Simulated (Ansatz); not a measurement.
# Bi2Pd (I4/mmm): a Bloch–Grüneisen fit of the computed resistivity

Can the computed ρ(T) of Bi2Pd (I4/mmm) be held by the Bloch–Grüneisen form, and does the fit predict a row it has not seen?

The resistivities were computed with Ansatz 0.2.0 (DFT PBEsol, scalar-relativistic, plane waves, PAW; PAW set soft_1) from the linearised Boltzmann equation with harmonic phonons, on q 6×6×6, k 18×18×18, scattering 24×24×24; the fit below is done by hand on them.

## 1. Computed resistivities

It takes space group I4/mmm (No. 139, tetragonal). The conventional cell has a = 3.362 Å, b = 3.362 Å, c = 12.790 Å, α = 90.00°, β = 90.00°, γ = 90.00°. Bi on site e is surrounded by 4 Pd at 2.95 Å. Around Pd on site a lie 8 Bi at 2.95 Å.

This is the relaxed cell of the run, from steps not shown here.

The mean resistivity of the three axes from 50 to 800 K, with one row held back; the colder rows stay outside the fit and test it at the end:

```
T (K)  ρ (μΩ cm)
   50      3.303
   80      6.062
  100      7.835
  150      12.15
  200          ?
  273      22.53
  300      24.79
  400      33.13
  500      41.45
  600      49.76
  800      66.30
```

No spin–orbit coupling, which matters for Bi.

## 2. Model and fit

Bloch and Grüneisen's form is ρ(T) = A (T/Θ)⁵ J₅(Θ/T), with J₅(z) the integral of x⁵/((eˣ − 1)(1 − e⁻ˣ)) from 0 to z. It goes as T⁵ far below Θ and as A T/(4Θ) far above. For a trial Θ the best A is the geometric mean of ρ/[(T/Θ)⁵ J₅] over the rows, and the scatter of that ratio measures the fit:

```
Θ (K)  A (μΩ cm)  scatter (%)
   62      20.05          4.3
   84      27.52          2.3
   94      31.01          1.2
  104      34.58          0.1
  114      38.23          1.4
  130      44.25          3.7
  156      54.59          8.0
```

The scatter is least at Θ = 104 K, with A = 34.58 μΩ cm (0.1 % r.m.s.).

```
T (K)  computed    fit
   50     3.303  3.300
   80     6.062  6.063
  100     7.835  7.833
  150     12.15  12.14
  273     22.53  22.51
  300     24.79  24.77
  400     33.13  33.13
  500     41.45  41.46
  600     49.76  49.79
  800     66.30  66.44
```

## 3. The row held back

At T = 200 K, Θ/T = 0.520, J₅ = 0.01801 and (T/Θ)⁵ = 26.30, so the fit gives 16.38 μΩ cm. The computed value is 16.39 μΩ cm: the fit is off by -0.07 %. Outside its range, at 20 K, it gives 0.496 against 0.610 μΩ cm computed, 0.81 times that; at that temperature the run's own test moves by 4 % between meshes in the component that moves most. Among the rows used, the largest miss is +0.2 %, at 800 K.

## 4. What the two numbers mean

Θ = 104 K is 1.53 times ħω_log/k_B (68 K) and 0.63 of the highest phonon frequency (165 K). The high-temperature slope of the fit, A/(4Θ), is 0.0831 μΩ cm/K. The same slope from the run's transport coupling and plasma energy, 2π k_B λ_tr/(ħ ε₀ ω_p²) with λ_tr = 0.968, 0.968, 0.859 (xx, yy, zz) and ħω_p = 6.90, 6.90, 5.93 (xx, yy, zz) eV, is 0.0873 μΩ cm/K in the mean of the axes, +5.1 % from it. For comparison, the computed rows rise by 0.0827 μΩ cm/K between the two hottest.

## 5. What came out

```json
{
  "Θ": "104 K",
  "A": "34.58 μΩ cm",
  "scatter of the fit": "0.1 %",
  "held-back row at 200 K, fit against computed": "16.38 against 16.39 μΩ cm"
}
```

Two numbers, Θ = 104 K and A = 34.6 μΩ cm, hold the computed ρ(T) from 50 to 800 K within 0.09 % r.m.s. and predict the held-back row within 0.07 %. At 20 K, outside the rows fitted, it gives 0.81 times the computed value. By the run's own test the resistivity at 300 K moves by 2 % between its two finest scattering meshes, in the component that moves most. The mean hides an anisotropy: at 300 K the components are 23.0, 23.0, 28.3 (xx, yy, zz) μΩ cm. Spin–orbit coupling is left out. The fit describes the calculation: impurities, thermal expansion, changes of phase and anharmonicity are in neither.

[Logs are printed without paths, hosts, clocks, repeated set-up lines and the standing remarks that a program may print on its own settings, such as how far it seeks lower states.]

[Hosts, paths, dates, database ids (printed as entryN), source tags and the programs' standing remarks are cut or masked in the printed files.]
